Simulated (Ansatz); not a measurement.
**N_S in MgS (F-43m): charge-transition levels and formation energies**

Aim: at which Fermi levels does N_S in MgS (F-43m) change its charge? The model is a cell of 32 host atoms with 1 S taken out and 1 N put in.

Program: Ansatz 0.2.0. Level of theory: place-levels on PBEsol runs: charge-transition levels and formation energies with image-charge correction and potential alignment at the atomic sites. Results are calculated unless marked as measured.

Report form: the programs' logs are mostly left out.

## 1. The starting structure

The cell holds 32 atoms: 16 Mg, 15 S and 1 N. Cell: a = 9.789 Å, b = 9.789 Å, c = 9.789 Å, α = 109.5°, β = 109.5°, γ = 109.5°. It derives from MgS (space group F-43m). Nearest the centre at fractional (0.500, 0.500, 0.250): N27 at 0.00 Å, Mg11 at 2.45 Å, Mg10 at 2.45 Å, Mg7 at 2.45 Å, Mg16 at 2.45 Å, S30 at 4.00 Å, S31 at 4.00 Å, S28 at 4.00 Å.

Known beforehand: the electronic dielectric constant, 4.14, and the static one, 6.69, computed on the host (DFPT, PBEsol).

The cell's shortest repeat is 9.8 Å.

## 2. The runs of each charge state

A transition level is the Fermi level at which two charge states cost the same, so each charge needs its own total energy, at its own relaxed structure.

Each atom starts 0.08 Å or so off its site in a random direction: a symmetric start keeps its symmetry, and would miss off-centre moves and Jahn–Teller distortions. Forces are taken at the zone centre alone. The cell holds 1 electron more than the neutral one, with a uniform background that keeps it neutral on the whole.

The sampling was tested on the host first: at the k-points planned (1x1x1 Gamma-centred) its energy lies 0.026 eV an atom from the dense-mesh value, so the final energies take a denser sampling.

One of the inputs; charge, spin and start change from state to state.

Input file qm1.relax/input.yaml:

```yaml
crystal:
  lattice:
    - [-5.6515324, 5.6515324, -5.6515324]
    - [5.6515324, 5.6515324, 5.6515324]
    - [5.6515324, -5.6515324, -5.6515324]
  atoms:
    - { symbol: Mg, position: [0.0, 0.0, 0.0] }
    - { symbol: Mg, position: [0.0, 0.25, 0.75] }
    - { symbol: Mg, position: [0.0, 0.5, 0.5] }
    - { symbol: Mg, position: [0.0, 0.75, 0.25] }
    - { symbol: Mg, position: [0.25, 0.0, 0.75] }
    - { symbol: Mg, position: [0.25, 0.25, 0.5] }
    - { symbol: Mg, position: [0.25, 0.5, 0.25] }
    - { symbol: Mg, position: [0.25, 0.75, 0.0] }
    - { symbol: Mg, position: [0.5, 0.0, 0.5] }
    - { symbol: Mg, position: [0.5, 0.25, 0.25] }
    - { symbol: Mg, position: [0.5, 0.5, 0.0] }
    - { symbol: Mg, position: [0.5, 0.75, 0.75] }
    - { symbol: Mg, position: [0.75, 0.0, 0.25] }
    - { symbol: Mg, position: [0.75, 0.25, 0.0] }
    - { symbol: Mg, position: [0.75, 0.5, 0.75] }
    - { symbol: Mg, position: [0.75, 0.75, 0.5] }
    - { symbol: S, position: [0.0, 0.0, 0.25] }
    - { symbol: S, position: [0.0, 0.25, 0.0] }
    - { symbol: S, position: [0.0, 0.5, 0.75] }
    - { symbol: S, position: [0.0, 0.75, 0.5] }
    - { symbol: S, position: [0.25, 0.0, 0.0] }
    - { symbol: S, position: [0.25, 0.25, 0.75] }
    - { symbol: S, position: [0.25, 0.5, 0.5] }
    - { symbol: S, position: [0.25, 0.75, 0.25] }
    - { symbol: S, position: [0.5, 0.0, 0.75] }
    - { symbol: S, position: [0.5, 0.25, 0.5] }
    - { symbol: "N", position: [0.5, 0.5, 0.25] }
    - { symbol: S, position: [0.5, 0.75, 0.0] }
    - { symbol: S, position: [0.75, 0.0, 0.5] }
    - { symbol: S, position: [0.75, 0.25, 0.25] }
    - { symbol: S, position: [0.75, 0.5, 0.0] }
    - { symbol: S, position: [0.75, 0.75, 0.75] }
  host:
    repeats: [1, 1, 1]
    atoms:
      - { symbol: Mg, position: [0.0, 0.0, 0.0] }
      - { symbol: Mg, position: [0.0, 0.25, 0.75] }
      # ... 30 more atoms of the perfect host
total_charge: -1
basis:
  ecutwfc: 420
  xc_grid: 2
hamiltonian:
  xc: pbesol
kpoints:
  mp_grid: { grid: [1, 1, 1] }
scf:
  occupations: { method: fixed }
  max_iter: 100
output:
  forces: true
  charged_corrections:
    epsilon: 4.14
    static_epsilon: 6.69
    defect_position: [0.5, 0.5, 0.25]
relax:
  f_tol: 0.01
  max_steps: 80
  random_displacement: { amplitude: 0.08, seed: 4135 }
checkpoint:
  write: "../qm1.relax.run"
  compress: false
  write_wavefunctions: true
  write_every: 100000
```

Started as:

```sh
ansatz run input.yaml --threads 4 --pin off --max-ram 13189MiB --backend cpu --events-out ev --progress --plain --runs-dir out
```

The relaxed structure is kept and the sampling changed to a 2×2×2 shifted mesh.

The run of this state that the levels use, under PBEsol:

Input file qm1.point/input.yaml:

```yaml
crystal:
  checkpoint: "../qm1.relax.run"
  host: checkpoint
total_charge: -1
basis:
  ecutwfc: 420
  xc_grid: 2
hamiltonian:
  xc: pbesol
kpoints:
  mp_grid: { grid: [2, 2, 2], shift: [0.5, 0.5, 0.5] }
scf:
  occupations: { method: fermi_dirac, width: 0.01 }
  max_iter: 100
output:
  forces: true
  eigenvalues: true
  charged_corrections:
    epsilon: 4.14
    static_epsilon: 6.69
    defect_position: [0.5, 0.5, 0.25]
  eigenstates: { localisation: true }
  populations: true
  band_densities: [{ bands: [v1, v1] }, { bands: [c1, c1] }]
  write_density: true
  write_potential: true
  volumetric_format: npy
  elf: true
checkpoint:
  read: "../qm1.relax.run"
  write: "../qm1.point.run"
  compress: false
  write_wavefunctions: false
  write_every: 100000
```

Relaxations under PBEsol at the zone centre alone; times on 4 threads of Arm Neoverse V2, shared host:

```
charge  moment (μB)  occupations    outcome  steps  largest displacement against the far atoms (Å)  time
    −1            0        fixed  converged      7                                            0.42  11 s
     0            1        fixed  converged      6                                            0.35  28 s
```

Single points under PBEsol at a 2×2×2 shifted mesh; times on 4 threads of Arm Neoverse V2, shared host:

```csv
charge,moment (μB),occupations,outcome,time
−1,0,fermi-dirac,converged,21 s
0,1,fermi-dirac,converged,46 s
```

Distances (Å) from N27 to the nearest atoms after relaxation with PBEsol:

| charge | moment (μB) | 1. | 2. | 3. | 4. | 5. | 6. |
| --- | --- | --- | --- | --- | --- | --- | --- |
| −1 | 0 | Mg 2.03 | Mg 2.03 | Mg 2.03 | Mg 2.03 | S 3.93 | S 3.93 |
| 0 | 1 | Mg 2.12 | Mg 2.12 | Mg 2.12 | Mg 2.12 | S 3.88 | S 3.88 |

## 3. place-levels, PBEsol, a 2×2×2 shifted mesh

A charged cell interacts with its images and the background, and its potential has another zero than the host's. place-levels removes the first by a point-charge model, screened by the static dielectric constant since the ions have relaxed around the charge, and the second by comparing potentials at atoms far from the defect.

The host is a run of the defect-free crystal in the same cutoffs, grids and k-points, so that basis and sampling errors cancel in part in the differences. Its band edges come from a run of the primitive cell that searches the zone for them. Chemical potentials are energies per atom of S (S12 rings, Pnnm, not the stable S8 form) and N (N2 molecule), run with the same functional and cutoff.

Input file levels.point.yaml:

```yaml
host:
  run: host.point.run
  levels_from: { run: edges.point.run }
states: [qm1.point.run, q0_M1.point.run]
geometry_from:
  qm1.point.run: qm1.relax.run
  q0_M1.point.run: q0_M1.relax.run
chemical_potentials:
  S:
    energy: -884.879081
    dataset: "<sha256 of the dataset>"
  "N":
    energy: -378.471758
    dataset: "<sha256 of the dataset>"
epsilon: 4.14
static_epsilon: 6.69
vertical:
  - { from: qm1.point.run, to: qm1.point_neutral.run }
```

Started as:

```sh
ansatz place-levels levels.point.yaml -- --threads 4 --pin off --max-ram 13189MiB
```

Wall time 0.15 s (4 threads of Arm Neoverse V2, shared host).

Under PBEsol the gap is 3.32 eV, (0/−1) 0.51 eV.

Levels between the charges placed, in eV above the valence top:

|  | gap (eV) | (0/−1) |
| --- | --- | --- |
| PBEsol | 3.32 | 0.51 |

Corrections by state:

| charge | moment (μB) | image terms and alignment (eV) | band filling (eV) | ε used | over the lowest of its charge, as the program ranks them, band filling apart (eV) |
| --- | --- | --- | --- | --- | --- |
| 0 | 1.0 | 0.000 | - | - | 0.000 |
| −1 | 0.0 | 0.466 | - | 6.69 | 0.000 |

The charged structures listed were also run neutral, and place-levels reads from each pair, by the potential or the spins, how wide the charge is by which they differ; that can be the carrier of either run.

| charge | rms radius (Å) | spread where it is widest against the cell (Å) | wide from (Å) | reading |
| --- | --- | --- | --- | --- |
| −1 | 3.3 | 1.90 | 1.38 | wide |

The neutral runs of these pairs need not share the spin of the lowest neutral state, and very wide values only mean spread over the cell.

From the program's caveats on the states, each cut to its opening words:

- charge 0 (1 μB), −1: its alignment with the host at atomic sites is doubtful: the cell is too small to show whether the defect's potential has decayed: take a larger one
- charge −1: it parts from the run at its places by a charge that spreads by about 1.9 Å along one vector (1.4 Å or more is wide), by the spins about the atoms, where the [...]

The host's formation energy from the elements is -1.415 eV per atom; it sets how far the chemical potentials can move.

Limit set by the element alone; other compounds of these elements are not counted. Chemical potentials from the elements' reference states: Mg 0.00 eV, S -2.83 eV, N 0.00 eV. Formation energy by charge state (Mg-rich; gap 3.32 eV):

```
charge  at valence top (eV)  at conduction bottom (eV)  correction included (eV)
     0                 1.07                       1.07                      0.00
    −1                 1.59                      -1.73                      0.47
```

(Fermi level (eV), lowest formation energy (eV)): (0.00, 1.07), (0.30, 1.07), (0.60, 0.98), (0.90, 0.68), (1.21, 0.38), (1.51, 0.08), (1.81, -0.23), (2.11, -0.53), (2.42, -0.83), (2.72, -1.13), (3.02, -1.43), (3.32, -1.73)

Limit set by the element alone; other compounds of these elements are not counted. Chemical potentials from the elements' reference states: S 0.00 eV, Mg -2.83 eV, N 0.00 eV. Formation energy by charge state (S-rich; gap 3.32 eV):

| charge | at valence top (eV) | at conduction bottom (eV) | correction included (eV) |
| --- | --- | --- | --- |
| 0 | 3.90 | 3.90 | 0.00 |
| −1 | 4.42 | 1.10 | 0.47 |

```csv
Fermi level (eV),lowest formation energy (eV)
0.00,3.90
0.30,3.90
0.60,3.81
0.90,3.51
1.21,3.21
1.51,2.91
1.81,2.60
2.11,2.30
2.42,2.00
2.72,1.70
3.02,1.40
3.32,1.10
```

## 4. The same at the relaxations' own k-points

The relaxations' own energies give the levels at their sampling, for comparison.

Input file levels.relax_mesh.yaml:

```yaml
host:
  run: host.relax.run
  levels_from: { run: edges.relax.run }
states: [qm1.relax.run, q0_M1.relax.run]
chemical_potentials:
  S:
    energy: -884.879081
    dataset: "<sha256 of the dataset>"
  "N":
    energy: -378.471758
    dataset: "<sha256 of the dataset>"
```

Started as:

```sh
ansatz place-levels levels.relax_mesh.yaml -- --threads 4 --pin off --max-ram 13189MiB
```

The job ended after 0.07 s (4 threads).

Levels between neighbouring charges, in eV above the valence top:

|  | gap (eV) | (0/−1) |
| --- | --- | --- |
| the zone centre alone | 3.32 | 0.68 |
| a 2×2×2 shifted mesh | 3.32 | 0.51 |

Going from the zone centre alone to a 2×2×2 shifted mesh moves the levels that carry no band-filling term by up to 0.16 eV and formation energies against the elements by up to 0.11 eV.

## 5. Placing the levels, PBEsol, k-mesh 1x1x1 Gamma

Input file qm1.s0/input.yaml:

```yaml
crystal:
  checkpoint: "../qm1.relax.run"
  host: checkpoint
total_charge: -1
basis:
  ecutwfc: 420
  xc_grid: 2
hamiltonian:
  xc: pbesol
kpoints:
  mp_grid: { grid: [1, 1, 1] }
scf:
  occupations: { method: fixed }
  max_iter: 100
output:
  forces: true
  eigenvalues: true
  charged_corrections:
    epsilon: 4.14
    static_epsilon: 6.69
    defect_position: [0.5, 0.5, 0.25]
checkpoint:
  read: "../qm1.relax.run"
  write: "../qm1.s0.run"
  compress: false
  write_wavefunctions: false
  write_every: 100000
```

Run time: 1.5 s. Hardware: 4 threads; peak memory 0.73 GiB.

Input file levels.s0.yaml:

```yaml
host:
  run: host.s0.run
  levels_from: { run: edges.s0.run }
states: [qm1.s0.run, q0_M1.s0.run]
geometry_from:
  qm1.s0.run: qm1.relax.run
  q0_M1.s0.run: q0_M1.relax.run
chemical_potentials:
  S:
    energy: -884.879081
    dataset: "<sha256 of the dataset>"
  "N":
    energy: -378.471758
    dataset: "<sha256 of the dataset>"
```

Started as:

```sh
ansatz place-levels levels.s0.yaml -- --threads 4 --pin off --max-ram 13189MiB
```

Elapsed: 0.1 s, on 4 threads.

Under PBEsol the gap is 3.32 eV, (0/−1) 0.68 eV.

## 6. Placing the levels, PBEsol, k-mesh 1x1x1 quarter point

The energy is taken again at one point at (¼, ¼, ¼), on the same structure.

Input file qm1.s1/input.yaml:

```yaml
crystal:
  checkpoint: "../qm1.relax.run"
  host: checkpoint
total_charge: -1
basis:
  ecutwfc: 420
  xc_grid: 2
hamiltonian:
  xc: pbesol
kpoints:
  mp_grid: { grid: [1, 1, 1], shift: [0.25, 0.25, 0.25] }
scf:
  occupations: { method: fermi_dirac, width: 0.01 }
  max_iter: 100
output:
  forces: true
  eigenvalues: true
  charged_corrections:
    epsilon: 4.14
    static_epsilon: 6.69
    defect_position: [0.5, 0.5, 0.25]
checkpoint:
  read: "../qm1.relax.run"
  write: "../qm1.s1.run"
  compress: false
  write_wavefunctions: false
  write_every: 100000
```

Run time: 5.7 s. Hardware: 4 threads; peak memory 0.99 GiB; 21 s of CPU time.

Input file levels.s1.yaml:

```yaml
host:
  run: host.s1.run
  levels_from: { run: edges.s1.run }
states: [qm1.s1.run, q0_M1.s1.run]
geometry_from:
  qm1.s1.run: qm1.relax.run
  q0_M1.s1.run: q0_M1.relax.run
chemical_potentials:
  S:
    energy: -884.879081
    dataset: "<sha256 of the dataset>"
  "N":
    energy: -378.471758
    dataset: "<sha256 of the dataset>"
```

Started as:

```sh
ansatz place-levels levels.s1.yaml -- --threads 4 --pin off --max-ram 13189MiB
```

The job ended after 0.1 s (4 threads).

Under PBEsol the gap is 3.32 eV, (0/−1) 0.57 eV; the stage before (PBEsol, at other k-points) gave a gap of 3.32 eV and levels within 0.10 eV of these.

## 7. place-levels, PBEsol, k-mesh 1x1x1 zone corner

The energy is taken again at a 1×1×1 shifted mesh, on the same structure.

qm1.s2/input.yaml, as its differences from qm1.s1/input.yaml of step 6:

```diff
@@ -10,3 +10,3 @@
 kpoints:
-  mp_grid: { grid: [1, 1, 1], shift: [0.25, 0.25, 0.25] }
+  mp_grid: { grid: [1, 1, 1], shift: [0.5, 0.5, 0.5] }
 scf:
@@ -23,3 +23,3 @@
   read: "../qm1.relax.run"
-  write: "../qm1.s1.run"
+  write: "../qm1.s2.run"
   compress: false
```

Run time: 3.2 s. Hardware: 4 threads; peak memory 0.94 GiB; 11 s of CPU time.

Input file levels.s2.yaml:

```yaml
host:
  run: host.s2.run
  levels_from: { run: edges.s2.run }
states: [qm1.s2.run, q0_M1.s2.run]
geometry_from:
  qm1.s2.run: qm1.relax.run
  q0_M1.s2.run: q0_M1.relax.run
chemical_potentials:
  S:
    energy: -884.879081
    dataset: "<sha256 of the dataset>"
  "N":
    energy: -378.471758
    dataset: "<sha256 of the dataset>"
```

Started as:

```sh
ansatz place-levels levels.s2.yaml -- --threads 4 --pin off --max-ram 13189MiB
```

The job ended after 0.1 s (4 threads).

Under PBEsol the gap is 3.32 eV, (0/−1) 0.47 eV; the stage before (PBEsol, at other k-points) gave a gap of 3.32 eV and levels within 0.10 eV of these.

## 8. place-levels, PBEsol, k-mesh 2x2x2 Gamma

The energy is taken again at a 2×2×2 Γ-centred mesh, on the same structure.

qm1.s3/input.yaml, as its differences from qm1.s2/input.yaml of step 7:

```diff
@@ -10,3 +10,3 @@
 kpoints:
-  mp_grid: { grid: [1, 1, 1], shift: [0.5, 0.5, 0.5] }
+  mp_grid: { grid: [2, 2, 2] }
 scf:
@@ -23,3 +23,3 @@
   read: "../qm1.relax.run"
-  write: "../qm1.s2.run"
+  write: "../qm1.s3.run"
   compress: false
```

The job ended after 17 s (4 threads; peak memory 2.5 GiB; 62 s of CPU time).

Input file levels.s3.yaml:

```yaml
host:
  run: host.s3.run
  levels_from: { run: edges.s3.run }
states: [qm1.s3.run, q0_M1.s3.run]
geometry_from:
  qm1.s3.run: qm1.relax.run
  q0_M1.s3.run: q0_M1.relax.run
chemical_potentials:
  S:
    energy: -884.879081
    dataset: "<sha256 of the dataset>"
  "N":
    energy: -378.471758
    dataset: "<sha256 of the dataset>"
```

Started as:

```sh
ansatz place-levels levels.s3.yaml -- --threads 4 --pin off --max-ram 13189MiB
```

Run time: 0.1 s. Hardware: 4 threads.

Under PBEsol the gap is 3.32 eV, (0/−1) 0.54 eV; the stage before (PBEsol, at other k-points) gave a gap of 3.32 eV and levels within 0.07 eV of these.

## 9. place-levels, PBEsol, k-mesh 3x3x3 Gamma

The energy is taken again at a 3×3×3 Γ-centred mesh, on the same structure.

qm1.s4/input.yaml, as its differences from qm1.s3/input.yaml of step 8:

```diff
@@ -10,3 +10,3 @@
 kpoints:
-  mp_grid: { grid: [2, 2, 2] }
+  mp_grid: { grid: [3, 3, 3] }
 scf:
@@ -23,3 +23,3 @@
   read: "../qm1.relax.run"
-  write: "../qm1.s3.run"
+  write: "../qm1.s4.run"
   compress: false
```

The job ended after 56 s (4 threads; peak memory 2.9 GiB).

Input file levels.s4.yaml:

```yaml
host:
  run: host.s4.run
  levels_from: { run: edges.s4.run }
states: [qm1.s4.run, q0_M1.s4.run]
geometry_from:
  qm1.s4.run: qm1.relax.run
  q0_M1.s4.run: q0_M1.relax.run
chemical_potentials:
  S:
    energy: -884.879081
    dataset: "<sha256 of the dataset>"
  "N":
    energy: -378.471758
    dataset: "<sha256 of the dataset>"
```

Started as:

```sh
ansatz place-levels levels.s4.yaml -- --threads 4 --pin off --max-ram 13189MiB
```

The job ended after 0.11 s (4 threads).

Under PBEsol the gap is 3.32 eV, (0/−1) 0.53 eV; the stage before (PBEsol, at other k-points) gave a gap of 3.32 eV and levels within 0.01 eV of these.

## 10. Cost and result

Levels between neighbouring charges, in eV above each run's own valence top:

|  | gap (eV) | (0/−1) | CPU time a state at this stage (restarts are quicker than cold starts) |
| --- | --- | --- | --- |
| PBEsol, 2×2×2 shifted mesh | 3.32 | 0.51 | 2.2 min |
| k-mesh 1x1x1 Gamma | 3.32 | 0.68 | 7.4 s |
| k-mesh 1x1x1 quarter point | 3.32 | 0.57 | 33 s |
| k-mesh 1x1x1 zone corner | 3.32 | 0.47 | 19 s |
| k-mesh 2x2x2 Gamma | 3.32 | 0.54 | 1.8 min |
| k-mesh 3x3x3 Gamma | 3.32 | 0.53 | 6.5 min |

Cost of the single points in the series (mean over the states), on Arm Neoverse V2, shared host:

```csv
setting,threads,wall time,peak memory (GiB),SCF cycles,plane waves
k-mesh 1x1x1 Gamma,4,2.1 s,1.0,2,14171
k-mesh 1x1x1 quarter point,4,8.7 s,1.5,8,14171
k-mesh 1x1x1 zone corner,4,5.1 s,1.4,8,14171
k-mesh 2x2x2 Gamma,4,29 s,3.1,8,14171
k-mesh 3x3x3 Gamma,4,99 s,3.7,8,14171
```

## 11. Outcome

* gap of the host: 3.32 eV (PBEsol)
* level (0/minus 1): 0.51 eV above the valence top
* lowest of the charges placed, just above the valence top (0.02 eV): 0
* lowest of the charges placed, just below the conduction bottom (0.02 eV): −1
* lowest formation energy at mid-gap of the charges run, Mg-rich: -0.07 eV
* lowest formation energy at mid-gap of the charges run, S-rich: 2.76 eV

In words: Of the charges placed (−1 and 0), the lowest changes at 0.51 eV (0/−1) above the valence top, in a gap of 3.32 eV. Charges above 0 and below −1 were not placed, so these runs say nothing of levels that involve them. States placed: 0 at 1 μB; −1 at 0 μB. Other spin states or structures, where not listed, weren't placed. Against the last setting (k-mesh 3x3x3 Gamma) the levels differ by up to 0.15 eV at k-mesh 1x1x1 Gamma, 0.04 eV at k-mesh 1x1x1 quarter point, 0.06 eV at k-mesh 1x1x1 zone corner, 0.01 eV at k-mesh 2x2x2 Gamma; coarse members of the series are not the defect's levels. N is taken at its element; compounds, which aren't counted here, bound the chemical potentials and would shift these formation energies. Going from the zone centre alone to a 2×2×2 shifted mesh moves the levels that carry no band-filling term by up to 0.16 eV and formation energies against the elements by up to 0.11 eV. The program doubts the alignment of potentials for at least one state, a sign that the cell is small. What this leaves open: PBEsol makes the gap too small and tends to spread out bound carriers; where a gas molecule sets a chemical potential or the host's formation energy, its binding is uncorrected.

[Logs are printed without paths, hosts, clocks, repeated set-up lines and the standing remarks that a program may print on its own settings, such as how far it seeks lower states.]

[Hosts, paths, dates, database ids (printed as entryN), source tags and the programs' standing remarks are cut or masked in the printed files.]

[Where a table of states has a column of steps, it counts the stored structures, which are thinned; the runs took as many ionic steps or more.]

[A defect's name tells the site on which it was built; relaxed atoms can leave that site.]

[For some hosts the program warned that the k-mesh of the response run may be too coarse for force constants and the static dielectric constant; such warnings are not shown here.]
